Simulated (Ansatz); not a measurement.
# CsPrS2 (R-3m): how robust is the cRPA U?

Aim: hold the target of a cRPA run on CsPrS2 (R-3m) and move one thing at a time.

Method: constrained RPA on PBEsol, plane waves, PAW, in Ansatz 0.2.0.

Most raw output is cut from this account.

### 1. Set-up

The structure is trigonal, space group R-3m (No. 166). The conventional cell has a = 4.267 Å, b = 4.267 Å, c = 24.356 Å, α = 90.00°, β = 90.00°, γ = 120.00°. Cs has 6 S at 3.53 Å nearest. Nearest to Pr lie 6 S at 2.90 Å. Nearest to S lie 3 Pr at 2.90 Å and 3 Cs at 3.53 Å. Farther neighbours and most contacts between anions are not listed.

As a file:

```cif
data_structure
_symmetry_space_group_name_H-M 'P 1'
_symmetry_Int_Tables_number 1
_cell_length_a 8.4842
_cell_length_b 8.4842
_cell_length_c 8.4842
_cell_angle_alpha 29.132
_cell_angle_beta 29.132
_cell_angle_gamma 29.132
_cell_volume 128.04
loop_
_atom_site_label
_atom_site_type_symbol
_atom_site_fract_x
_atom_site_fract_y
_atom_site_fract_z
_atom_site_occupancy
Cs1 Cs 0.00000 0.00000 0.00000 1
Pr2 Pr 0.50000 0.50000 0.50000 1
S3 S 0.77062 0.77062 0.77062 1
S4 S 0.22938 0.22938 0.22938 1
```

The cell and positions are those that the Materials Project relaxed with its own functionals (PBE, PBE+U or r2SCAN), kept fixed. Spin-orbit coupling is left out unless a step names it. The default PAW set here is soft_2. Its files were made with PBE.

### 2. Base: Pr f, bands v1 to c6, 4×4×4 mesh, medium accuracy

Constrained RPA screens the interaction with every transition except those inside the target bands, which a later many-body model would treat itself.

The input, input.yaml:

```yaml
crystal:
  lattice:
    - [-3.68141766, -6.69893505, -3.68141766]
    - [-6.69893505, -3.68141766, -3.68141766]
    - [-3.68141766, -3.68141766, -6.69893505]
  atoms:
    - { symbol: Cs, position: [0.0, 0.0, 0.0] }
    - { symbol: Pr, position: [0.5, 0.5, 0.5] }
    - { symbol: S, position: [0.77062251, 0.77062251, 0.77062251] }
    - { symbol: S, position: [0.22937749, 0.22937749, 0.22937749] }
kpoints:
  mp_grid: { grid: [8, 8, 8] }
hamiltonian:
  xc: pbesol
scf:
  occupations: { method: gaussian, width: 0.08 }
  n_extra_bands: 21
  max_iter: 150
output:
  crpa:
    kmesh: [4, 4, 4]
    target_bands: [v1, c6]
    projections: [{ species: Pr, l: f, shell: 4 }]
  local_orbitals:
    kmesh: [8, 8, 8]
    orbitals: [{ species: Pr, l: f, shell: 4 }]
    window: { bands: [v1, c6] }
    seedname: lo
```

Launch:

```
$ ansatz run input.yaml --threads 4 --pin off --max-ram 9216MiB --backend cpu --events-out ev --progress --plain --runs-dir out
```

The job ended after 20 min (4 threads of Arm Neoverse N1, shared host; peak memory 1.5 GiB; 78 min of CPU time).

Numbers from this step:

```
U                                                 : 4.529 eV
U prime (inter-orbital)                           : 3.512 eV
J                                                 : 0.4876 eV
bare V                                            : 23.51 eV
bare J                                            : 0.6279 eV
stated bound on U                                 : 0.01020 eV
U over bare V                                     : 0.1926
electrons in the window                           : 2.000
head of the constrained inverse dielectric matrix : 0.2003
least eigenvalue of the projection's overlap      : 0.8053
target functions                                  : 7
bands in the sums                                 : 46
r.m.s. miss of the model bands                    : 0.003100 eV
width of the target bands                         : 0.5225 eV
weight of the projected orbitals in the window    : 0.9421
```

On the Pr f shell, screening brings the on-site interaction from 23.5 eV down to U = 4.53 eV.

### 3. Changed: 2×2×2 mesh

input.yaml: that of step 2 with these lines changed.

```diff
@@ -20,9 +20,4 @@
   crpa:
-    kmesh: [4, 4, 4]
+    kmesh: [2, 2, 2]
     target_bands: [v1, c6]
     projections: [{ species: Pr, l: f, shell: 4 }]
-  local_orbitals:
-    kmesh: [8, 8, 8]
-    orbitals: [{ species: Pr, l: f, shell: 4 }]
-    window: { bands: [v1, c6] }
-    seedname: lo
```

Elapsed: 85 s, on 4 threads; peak memory 1.3 GiB; 5.3 min of CPU time.

Numbers from this step:

- U: 4.689 eV
- U prime (inter-orbital): 3.657 eV
- J: 0.4944 eV
- bare V: 23.87 eV
- bare J: 0.6376 eV
- stated bound on U: 0.01028 eV
- U over bare V: 0.1965
- electrons in the window: 2.000
- head of the constrained inverse dielectric matrix: 0.1754
- least eigenvalue of the projection's overlap: 0.8053
- target functions: 7
- bands in the sums: 46
- width of the target bands: 0.5225 eV
- weight of the projected orbitals in the window: 0.9421

On the Pr f shell, screening brings the on-site interaction from 23.9 eV down to U = 4.69 eV.

### 4. Changed: more bands than orbitals

input.yaml: that of step 3 with these lines changed.

```diff
@@ -20,4 +20,4 @@
   crpa:
-    kmesh: [2, 2, 2]
-    target_bands: [v1, c6]
+    kmesh: [4, 4, 4]
+    target_bands: [v1, c7]
     projections: [{ species: Pr, l: f, shell: 4 }]
```

The job ended after 0.26 s (4 threads; peak memory 0.1 GiB).

The input was rejected at the start.

The program's message: “Error: invalid value for `output.crpa.projections`: 7 orbital(s) selected but the target window spans 8 band(s); name one orbital per band of it”

The fault put into this input: more bands than orbitals.

### 5. Side by side

Times are wall times on 4 threads of Arm Neoverse N1, shared host, good to a factor of about two.

| run | bare V (eV) | U (eV) | J (eV) | bound on U (eV) | width (eV) | time |
| --- | --- | --- | --- | --- | --- | --- |
| target window | 23.51 | 4.529 | 0.488 | 0.0102 | 0.52 | 20 min |
| 2×2×2 mesh | 23.87 | 4.689 | 0.494 | 0.0103 | 0.52 | 85 s |

### 6. What came out

* target window: U 4.53 eV, J 0.49 eV
* 2×2×2 mesh: U 4.69 eV, J 0.49 eV

**Reading.** 2×2×2 mesh moves U by +0.16 eV at 0.071 times the time. The printed bound covers the solver alone, not the mesh, and no denser mesh than the base was run. The parent state is non-magnetic and the interaction static (zero frequency); U depends on the window and the orbitals, so it belongs to this model alone.

[Paths, hosts, dates, memory and timing lines, banners, echoed tables and standing remarks are left out of the program output.]

[Logs are printed without paths, hosts, clocks, repeated set-up lines and the standing remarks that a program may print on its own settings, such as how far it seeks lower states.]

[Runs of the session that timed out or met a known fault of the program may be left out.]

[Hosts, paths, dates, database ids (printed as entryN), source tags and the programs' standing remarks are cut or masked in the printed files.]
